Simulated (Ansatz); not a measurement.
## SrHf3, from a guessed structure to a relaxed one

This structure for SrHf3 is made up. Its elements were placed in a known structure type with a cell scaled to their sizes. What cell does the guess relax to, and how far off was it?

Main program and level: Ansatz 0.2.0; DFT, PBE, plane-wave PAW, files of the set soft_1, scalar-relativistic, no spin, cell and ions relaxed at zero pressure; PAW set soft_1, in the first sound run; inputs show where later runs differ.

### Step 1. The structure

The structure is cubic, space group Pm-3m (No. 221). Conventional cell: a = 4.797 Å, b = 4.797 Å, c = 4.797 Å, α = 90.00°, β = 90.00°, γ = 90.00°. Hf has 8 Hf at 3.39 Å and 4 Sr at 3.39 Å nearest. Nearest to Sr lie 12 Hf at 3.39 Å. Farther neighbours are not listed.

### Step 2. Relaxation of the guess

The guess takes its coordinates from another compound and its volume from a rule, so the cell and any free coordinates are relaxed together.

input.yaml reads:

```yaml
crystal:
  lattice:
    - [4.797, 0.0, 0.0]
    - [0.0, 4.797, 0.0]
    - [0.0, 0.0, 4.797]
  atoms:
    - { symbol: Hf, position: [0.5, 0.5, 0.0] }
    - { symbol: Hf, position: [0.5, 0.0, 0.5] }
    - { symbol: Hf, position: [0.0, 0.5, 0.5] }
    - { symbol: Sr, position: [0.0, 0.0, 0.0] }
kpoints:
  mp_grid: { grid: [6, 6, 6] }
scf:
  occupations: { method: fermi_dirac, width: 0.05 }
hamiltonian:
  xc: pbe
  pseudopotentials: { kind: paw, azcp: { folder: soft_1 } }
relax:
  f_tol: 0.015
  max_steps: 70
  cell: {}
output:
  forces: true
  stress: true
```

Command:

```console
ansatz run input.yaml --threads 4 --pin off --max-ram 8192MiB --backend cpu --events-out ev --progress --plain --runs-dir out
```

Numbers of over 12 decimals in the logs are rounded to 6 here.

The program printed:

```text
Engine: ansatz 0.2.0, aarch64-unknown-linux-gnu
Pseudopotentials: kind: paw
Pseudopotential: Hf, paw, valence charge 26, recommended cutoff 420 eV (normal), soft_1/Hf.paw.azcp
Pseudopotential: Sr, paw, valence charge 10, recommended cutoff 420 eV (normal), soft_1/Sr.paw.azcp
Functional definition: PBE
  parameter kappa = 0.804
  parameter beta = 0.066725
  exchange = pbe_x(kappa = kappa, mu = beta*pi^2/3)
  correlation = pbe_c(beta = beta)
Crystal: 4 atoms, lattice volume = 110.385 Å³
Basis set: ecut = 420 eV, 2109 PW (Γ), exchange–correlation on 72×72×72 points (8 copies of the dense FFT grid, shifted against one another)
Bands: 53, of which v1, the nominal top of the filled ones, is band 44 counted from 1 (43 counted from 0)
Symmetry: 48 space group operations
Space group: Pm-3m (ITA 221), of the structure as read, at distance tolerance 4.8e-5 Å
k-points: 20 of 216
Non-local potential: Hf, projectors of the file, l = 0: 3, l = 1: 2, l = 2: 2, l = 3: 3
Non-local potential: Sr, projectors of the file, l = 0: 3, l = 1: 2, l = 2: 2
PAW form: soft (Blöchl's): semilocal exchange-correlation on the pseudo side does not see the compensation charge
PAW one-centre angular grid: Hf, 590 points (default); XC on 64 Gauss nodes
PAW one-centre angular grid: Sr, 110 points (default); XC on 64 Gauss nodes
Initial density: superposition of atomic densities (chi_scale 0.1, normalization cell, long waves kept (reshape's long-wave potential 0.00 eV rms))
Initial wavefunctions: pseudopotential atomic-orbital guess
Functional: x = pbe(κ = 0.804, μ = 0.219515), c = pbe(β = 0.066725)
SCF iter   1: F=—  HF=-50709.390721 eV  |F-HF|=—  |Δ(HF+E_count)|=         —  Δρ=3.74e-2  dr2=3.60e0  ethr=3.10e-3  ⟨swp⟩=8.1  Hψ=4168  notcnv=0
preconditioner: auto → Kerker (q_TF=auto, 2.627 Å⁻¹)  [metal: Δε(μ)=0.053 eV  Ē_g=15.707 eV  σ=0.050 eV  W_gap=0.25  n_scr=32 (ndim 8)  ℏωp=31.6 eV  f_vac=0.000  D(μ)=5.36/eV (n_scr^D=56)]
SCF iter   2: F=—  HF=-50708.708037 eV  |F-HF|=—  |Δ(HF+E_count)|=   6.83e-1  Δρ=2.24e-2  dr2=1.26e0  ethr=3.10e-3  ⟨swp⟩=3.0  Hψ=1609  notcnv=0  defer=19
SCF iter   3: F=—  HF=-50708.469544 eV  |F-HF|=—  |Δ(HF+E_count)|=   2.38e-1  Δρ=8.78e-3  dr2=1.24e-1  ethr=1.44e-3  ⟨swp⟩=3.0  Hψ=1876  notcnv=0  defer=19
SCF iter   4: F=—  HF=-50708.322621 eV  |F-HF|=—  |Δ(HF+E_count)|=   1.47e-1  Δρ=3.82e-3  dr2=1.05e-2  ethr=1.41e-4  ⟨swp⟩=3.0  Hψ=2250  notcnv=0  defer=19
SCF iter   5: F=—  HF=-50708.329533 eV  |F-HF|=—  |Δ(HF+E_count)|=   6.91e-3  Δρ=7.71e-4  dr2=1.14e-3  ethr=1.19e-5  ⟨swp⟩=2.1  Hψ=1927  notcnv=0  defer=19
SCF iter   6: F=—  HF=-50708.329905 eV  |F-HF|=—  |Δ(HF+E_count)|=   3.72e-4  Δρ=2.87e-4  dr2=8.29e-5  ethr=1.29e-6  ⟨swp⟩=2.0  Hψ=1949  notcnv=0  defer=19
SCF iter   7: F=—  HF=-50708.329976 eV  |F-HF|=—  |Δ(HF+E_count)|=   7.09e-5  Δρ=7.95e-5  dr2=7.43e-6  ethr=9.42e-8  ⟨swp⟩=2.0  Hψ=1973  notcnv=0  defer=19
SCF iter   8: F=—  HF=-50708.329927 eV  |F-HF|=—  |Δ(HF+E_count)|=   4.87e-5  Δρ=1.74e-5  dr2=5.41e-7  ethr=8.44e-9  ⟨swp⟩=2.1  Hψ=1278  notcnv=0  defer=19
SCF iter   9: F=-50708.329927 eV  HF=-50708.329927 eV  |F-HF|=1.29e-8  |Δ(HF+E_count)|=   8.39e-8  Δρ=4.50e-6  dr2=3.57e-8  ethr=1.14e-10  ⟨swp⟩=5.2  Hψ=4608  notcnv=0
SCF 1 converged in 9 iterations: F = -50708.329927 eV  dr2 = 3.57e-8
  greatest PAW one-centre occupation: 0.999 electrons in one spin orbital (limit 2), on the Hf atom at site 2 (counted from 0), in its partial waves of l = 0
relax step   1: F+E_penalty+E_count = -50708.32992732 eV  Δ(F+E_penalty+E_count) = +0.000e0 eV  max|allowed force component| = 7.810e-29 eV/Å  Δτ_max = 0.0000 Å  P = -4.118 GPa  Ω = 110.385 Å³  (9 SCF iters, dr2 threshold 1.00e-7 eV, accepted)
Crystal: 4 atoms, lattice volume = 99.063 Å³
Basis set: ecut = 420 eV, 1935 PW (Γ), exchange–correlation on 72×72×72 points (8 copies of the dense FFT grid, shifted against one another)
Initial density: handed on by an earlier stage of this run
Initial wavefunctions: those handed on with the density
iter 1 solved again at ethr=5.16e-6 eV; its pass at ethr=3.10e-3 eV (dr2=4.54e-3 eV) is discarded
SCF iter   1: F=—  HF=-50708.405392 eV  |F-HF|=—  |Δ(HF+E_count)|=         —  Δρ=3.00e-3  dr2=5.97e-3  ethr=5.16e-6  ⟨swp⟩=3.0  Hψ=6000  notcnv=0
preconditioner: auto → Kerker (q_TF=auto, 2.675 Å⁻¹)  [metal: Δε(μ)=0.051 eV  Ē_g=16.452 eV  σ=0.050 eV  W_gap=0.24  n_scr=26 (ndim 8)  ℏωp=33.4 eV  f_vac=0.000  D(μ)=4.43/eV (n_scr^D=32)]
SCF iter   2: F=—  HF=-50708.403717 eV  |F-HF|=—  |Δ(HF+E_count)|=   1.68e-3  Δρ=1.55e-3  dr2=1.80e-3  ethr=5.16e-6  ⟨swp⟩=2.0  Hψ=1936  notcnv=0
SCF iter   3: F=—  HF=-50708.403426 eV  |F-HF|=—  |Δ(HF+E_count)|=   2.91e-4  Δρ=6.66e-4  dr2=4.20e-4  ethr=2.04e-6  ⟨swp⟩=2.0  Hψ=1743  notcnv=0
SCF iter   4: F=—  HF=-50708.403313 eV  |F-HF|=—  |Δ(HF+E_count)|=   1.13e-4  Δρ=2.74e-4  dr2=5.84e-5  ethr=4.78e-7  ⟨swp⟩=2.0  Hψ=1943  notcnv=0
SCF iter   5: F=—  HF=-50708.403322 eV  |F-HF|=—  |Δ(HF+E_count)|=   9.06e-6  Δρ=4.17e-5  dr2=2.24e-6  ethr=6.63e-8  ⟨swp⟩=2.0  Hψ=1690  notcnv=0
SCF iter   6: F=-50708.403322 eV  HF=-50708.403322 eV  |F-HF|=1.60e-7  |Δ(HF+E_count)|=   4.88e-7  Δρ=1.38e-5  dr2=2.45e-7  ethr=4.55e-10  ⟨swp⟩=5.5  Hψ=4767  notcnv=0
SCF 2 converged in 6 iterations: F = -50708.403322 eV  dr2 = 2.45e-7
relax step   2: F+E_penalty+E_count = -50708.40332197 eV  Δ(F+E_penalty+E_count) = -7.339e-2 eV  max|allowed force component| = 6.025e-29 eV/Å  Δτ_max = 0.0000 Å  P = +2.626 GPa  Ω = 99.063 Å³  energy of the carried Pulay correction = +1.678e-3 eV  (6 SCF iters, dr2 threshold 4.00e-7 eV, accepted)
Crystal: 4 atoms, lattice volume = 103.184 Å³
Basis set: ecut = 420 eV, 2007 PW (Γ), exchange–correlation on 72×72×72 points (8 copies of the dense FFT grid, shifted against one another)
iter 1 solved again at ethr=9.62e-7 eV; its pass at ethr=3.10e-3 eV (dr2=8.46e-4 eV) is discarded
SCF iter   1: F=—  HF=-50708.433160 eV  |F-HF|=—  |Δ(HF+E_count)|=         —  Δρ=1.22e-3  dr2=1.08e-3  ethr=9.62e-7  ⟨swp⟩=2.6  Hψ=5760  notcnv=0
preconditioner: auto → Kerker (q_TF=auto, 2.657 Å⁻¹)  [metal: Δε(μ)=0.057 eV  Ē_g=16.553 eV  σ=0.050 eV  W_gap=0.27  n_scr=26 (ndim 8)  ℏωp=32.7 eV  f_vac=0.000  D(μ)=4.27/eV (n_scr^D=32)]
SCF iter   2: F=—  HF=-50708.432856 eV  |F-HF|=—  |Δ(HF+E_count)|=   3.04e-4  Δρ=6.21e-4  dr2=3.30e-4  ethr=9.62e-7  ⟨swp⟩=2.0  Hψ=1889  notcnv=0
SCF iter   3: F=—  HF=-50708.432778 eV  |F-HF|=—  |Δ(HF+E_count)|=   7.78e-5  Δρ=2.54e-4  dr2=7.06e-5  ethr=3.75e-7  ⟨swp⟩=2.0  Hψ=1750  notcnv=0
SCF iter   4: F=—  HF=-50708.432753 eV  |F-HF|=—  |Δ(HF+E_count)|=   2.55e-5  Δρ=1.08e-4  dr2=1.10e-5  ethr=8.02e-8  ⟨swp⟩=2.0  Hψ=1942  notcnv=0
SCF iter   5: F=—  HF=-50708.432753 eV  |F-HF|=—  |Δ(HF+E_count)|=   3.96e-7  Δρ=1.74e-5  dr2=5.64e-7  ethr=1.25e-8  ⟨swp⟩=2.0  Hψ=1673  notcnv=0
SCF iter   6: F=-50708.432753 eV  HF=-50708.432753 eV  |F-HF|=4.55e-8  |Δ(HF+E_count)|=   3.92e-8  Δρ=5.73e-6  dr2=5.97e-8  ethr=4.55e-10  ⟨swp⟩=5.0  Hψ=4187  notcnv=0
SCF 3 converged in 6 iterations: F = -50708.432753 eV  dr2 = 5.97e-8
  greatest PAW one-centre occupation: 0.999 electrons in one spin orbital (limit 2), on the Hf atom at site 0 (counted from 0), in its partial waves of l = 0
relax step   3: F+E_penalty+E_count = -50708.43275327 eV  Δ(F+E_penalty+E_count) = -2.943e-2 eV  max|allowed force component| = 6.952e-29 eV/Å  Δτ_max = 0.0000 Å  P = -0.209 GPa  Ω = 103.184 Å³  energy of the carried Pulay correction = +1.047e-3 eV  (6 SCF iters, dr2 threshold 4.00e-7 eV, accepted)
Crystal: 4 atoms, lattice volume = 102.869 Å³
iter 1 solved again at ethr=9.17e-9 eV; its pass at ethr=3.10e-3 eV (dr2=8.07e-6 eV) is discarded
SCF iter   1: F=—  HF=-50708.433029 eV  |F-HF|=—  |Δ(HF+E_count)|=         —  Δρ=8.67e-5  dr2=5.01e-6  ethr=9.17e-9  ⟨swp⟩=3.1  Hψ=5621  notcnv=0
preconditioner: auto → Kerker (q_TF=auto, 2.658 Å⁻¹)  [metal: Δε(μ)=0.060 eV  Ē_g=16.523 eV  σ=0.050 eV  W_gap=0.29  n_scr=26 (ndim 8)  ℏωp=32.7 eV  f_vac=0.000  D(μ)=4.29/eV (n_scr^D=32)]
SCF iter   2: F=—  HF=-50708.433014 eV  |F-HF|=—  |Δ(HF+E_count)|=   1.46e-5  Δρ=4.44e-5  dr2=1.47e-6  ethr=5.69e-9  ⟨swp⟩=2.0  Hψ=1749  notcnv=0
SCF iter   3: F=—  HF=-50708.433014 eV  |F-HF|=—  |Δ(HF+E_count)|=   2.65e-7  Δρ=1.94e-5  dr2=3.36e-7  ethr=1.67e-9  ⟨swp⟩=2.0  Hψ=1753  notcnv=0
SCF iter   4: F=-50708.433014 eV  HF=-50708.433014 eV  |F-HF|=1.76e-9  |Δ(HF+E_count)|=   7.42e-8  Δρ=7.32e-6  dr2=3.96e-8  ethr=1.24e-10  ⟨swp⟩=5.2  Hψ=4500  notcnv=0
SCF 4 converged in 4 iterations: F = -50708.433014 eV  dr2 = 3.96e-8
relax step   4: F+E_penalty+E_count = -50708.43301407 eV  Δ(F+E_penalty+E_count) = -2.608e-4 eV  max|allowed force component| = 4.010e-29 eV/Å  Δτ_max = 0.0000 Å  P = -0.008 GPa  Ω = 102.869 Å³  energy of the carried Pulay correction = +1.094e-3 eV  (4 SCF iters, dr2 threshold 1.09e-7 eV, accepted)
Basis set: ecut = 420 eV, 2007 PW (Γ), exchange–correlation on 64×64×64 points (8 copies of the dense FFT grid, shifted against one another)
Initial wavefunctions: pseudopotential atomic-orbital guess (no wavefunctions were taken with the density)
iter 1 solved again at ethr=5.68e-7 eV; its pass at ethr=3.10e-3 eV (dr2=5.00e-4 eV) is discarded
SCF iter   1: F=—  HF=-50708.431893 eV  |F-HF|=—  |Δ(HF+E_count)|=         —  Δρ=6.26e-5  dr2=5.54e-7  ethr=5.68e-7  ⟨swp⟩=3.5  Hψ=7256  notcnv=0
eigensolver tolerance schedule: the retry pair's looser diagonalisation over-reported the residual by 902.09 of it (diagonalisation noise at 0.20 of the residual, at the tolerance the schedule requests for it); recorded, not acted on — ethr = c·dr2/N_el stays at c = 1.0e-1
preconditioner: auto → Kerker (q_TF=auto, 2.658 Å⁻¹)  [metal: Δε(μ)=0.060 eV  Ē_g=16.525 eV  σ=0.050 eV  W_gap=0.29  n_scr=26 (ndim 8)  ℏωp=32.7 eV  f_vac=0.000  D(μ)=4.29/eV (n_scr^D=32)]
SCF iter   2: F=—  HF=-50708.431980 eV  |F-HF|=—  |Δ(HF+E_count)|=   8.63e-5  Δρ=4.81e-5  dr2=1.33e-6  ethr=6.29e-10  ⟨swp⟩=4.4  Hψ=3243  notcnv=0
SCF iter   3: F=—  HF=-50708.431979 eV  |F-HF|=—  |Δ(HF+E_count)|=   3.40e-7  Δρ=2.53e-5  dr2=2.86e-7  ethr=6.29e-10  ⟨swp⟩=2.0  Hψ=1946  notcnv=0
SCF iter   4: F=—  HF=-50708.431979 eV  |F-HF|=—  |Δ(HF+E_count)|=   7.29e-9  Δρ=3.74e-6  dr2=8.29e-9  ethr=3.25e-10  ⟨swp⟩=2.8  Hψ=1951  notcnv=0
SCF iter   5: F=—  HF=-50708.431979 eV  |F-HF|=—  |Δ(HF+E_count)|=   2.01e-9  Δρ=7.11e-7  dr2=3.42e-10  ethr=9.42e-12  ⟨swp⟩=2.0  Hψ=1945  notcnv=0
SCF iter   6: F=-50708.431979 eV  HF=-50708.431979 eV  |F-HF|=2.91e-11  |Δ(HF+E_count)|=  8.73e-11  Δρ=1.67e-7  dr2=3.66e-11  ethr=1.00e-12  ⟨swp⟩=5.6  Hψ=6291  notcnv=0
SCF 5 converged in 6 iterations: F = -50708.431979 eV  dr2 = 3.66e-11
relax step   5: F+E_penalty+E_count = -50708.43197923 eV  Δ(F+E_penalty+E_count) = +1.035e-3 eV  max|allowed force component| = 5.328e-29 eV/Å  Δτ_max = 0.0000 Å  P = -0.011 GPa  Ω = 102.869 Å³  stress off target by 1.15e-2 GPa  SCF on the basis re-selected at this cell (its energy is not comparable with the rows above)  (6 SCF iters)
basis re-selected at this cell: Δ(F+E_penalty+E_count) = +1.035e-3 eV, ΔP = -0.003 GPa vs the last step (what re-selecting the basis moved, of the pressure what is left beyond the Pulay correction that the steps carried, after the strain that the cell walked since its last selection, with what the two solves' SCF thresholds leave and, on support functions, any second-order correction that the steps lacked; it is no measure of the basis error at this ecutwfc). The dense FFT grid was sized anew with the basis: this SCF ran on 32×32×32 points, the steps before it on 36×36×36, so part of this shift can come from that change (see relax.cell in the input reference). [rest of the remark cut]
SCF converged after 6 iterations
Free energy (F): -50708.431979 eV
Harris-Foulkes:  -50708.431979 eV  (|F-HF|=2.91e-11)
Internal energy: -50708.396774 eV  (E = F + TS)
E sigma→0 (E₀):  -50708.414377 eV
Entropy (-TS):   -0.035205 eV (-8.801 meV/atom)
Fermi energy:    14.625117 eV
--- Per-component energies (eV) ---
  E_band       = -347.121024
  E_kinetic    = 1457.631305
  E_local      = -21951.357043  (includes V_loc(G=0)·N_el)
  E_nonlocal   = 405.071123
  E_hartree    = 10434.469398
  E_xc         = -973.242649
  E_vxc        = -917.668326  (∫ρ·V_xc dr)
  E_paw        = -25776.451321  (= ΣΔE_a)
  E_vpaw       = -209.737500  (= ΣTr[D̂ρ^β])
  E_aug_tail   = 0.000259  (compensation charges beyond the density's cutoff)
  E_ewald      = -14304.517847
  E_smearing   = -0.035205  (= −TS)
  E_closure    = 0.000000  (closes the sum)
  Σ components = -50708.431979   (vs F -50708.431979, Δ=0.00e0)
--- Forces (eV/Å), atoms counted from 1 ---
  atom   1  Hf     0.00000000    -0.00000000    -0.00000000
  atom   2  Hf    -0.00000000     0.00000000     0.00000000
  atom   3  Hf    -0.00000000     0.00000000     0.00000000
  atom   4  Sr     0.00000000    -0.00000000     0.00000000
  max |Σ_I F_I| component: 2.25e-29 eV/Å
--- Stress (GPa, compression-positive) ---
       -0.011469       0.000000       0.000000
        0.000000      -0.011469       0.000000
        0.000000       0.000000      -0.011469
  P = ⅓ Tr σ = -0.0115 GPa (-0.115 kbar)
--- Relaxed structure (4 steps of the walk, 4 accepted, 1 SCFs on fresh bases) ---
  F+E_penalty+E_count = -50708.43197923 eV   max|allowed force component| = 5.328e-29 eV/Å   (the final SCF, on the basis selected at the relaxed cell)
  cell:  # Å, volume = 102.8689 Å³
    - [4.685559, 0, 0]
    - [0, 4.685559, 0]
    - [0, 0, 4.685559]
  atoms:
    - { symbol: Hf, position: [0.5, 0.5, 0] }
    - { symbol: Hf, position: [0.5, 0, 0.5] }
    - { symbol: Hf, position: [0, 0.5, 0.5] }
    - { symbol: Sr, position: [0, 0, 0] }
```

The job ended after 9.8 s (4 threads of Arm Neoverse V1, shared host; peak memory 0.49 GiB; 36 s of CPU time).

Relaxation path:

```csv
step,energy less that of the first step (eV),largest force component (eV/Å),pressure (GPa),volume (Å³)
1,0.0000,0.0000,-4.12,110.38
2,-0.0734,0.0000,2.63,99.06
3,-0.1028,0.0000,-0.21,103.18
4,-0.1031,0.0000,-0.01,102.87
5*,-0.1021,0.0000,-0.01,102.87
```

Relaxation steps marked * repeat the geometry before them on a plane-wave basis chosen anew for their cell, so energy and pressure can jump there.

The run keeps the 48 symmetry operations that it works with, so distortions that break them were not tested.

```csv
"conventional cell, symmetrised",before,after,change
a (Å),4.797,4.686,-2.3 %
b (Å),4.797,4.686,-2.3 %
c (Å),4.797,4.686,-2.3 %
volume (Å³/atom),27.60,25.72,-6.8 %
```

Final coordinates:

```cif
data_structure
_symmetry_space_group_name_H-M 'P 1'
_symmetry_Int_Tables_number 1
_cell_length_a 4.6856
_cell_length_b 4.6856
_cell_length_c 4.6856
_cell_angle_alpha 90.000
_cell_angle_beta 90.000
_cell_angle_gamma 90.000
_cell_volume 102.87
loop_
_atom_site_label
_atom_site_type_symbol
_atom_site_fract_x
_atom_site_fract_y
_atom_site_fract_z
_atom_site_occupancy
Hf1 Hf 0.50000 0.50000 0.00000 1
Hf2 Hf 0.50000 0.00000 0.50000 1
Hf3 Hf 0.00000 0.50000 0.50000 1
Sr4 Sr 0.00000 0.00000 0.00000 1
```

This step gave:

* free energy: -50708.4320 eV
* energy at zero smearing: -50708.4144 eV
* smearing term TS: 0.03521 eV
* Fermi energy: 14.63 eV
* electrons: 88
* symmetry operations: 48
* pressure: -0.01147 GPa

Shortest distances by pair of elements, guess and relaxed (not always the same contact):

```csv
pair,guess (Å),relaxed (Å)
Hf–Sr,3.392,3.313
Hf–Hf,3.392,3.313
Sr–Sr,4.797,4.686
```

The relaxation ends with a pressure of -0.01 GPa.

(Continued in part 2 of 2.)

[Logs are printed without paths, hosts, clocks, repeated set-up lines and the standing remarks that a program may print on its own settings, such as how far it seeks lower states.]

[Hosts, paths, dates, database ids (printed as entryN), source tags and the programs' standing remarks are cut or masked in the printed files.]
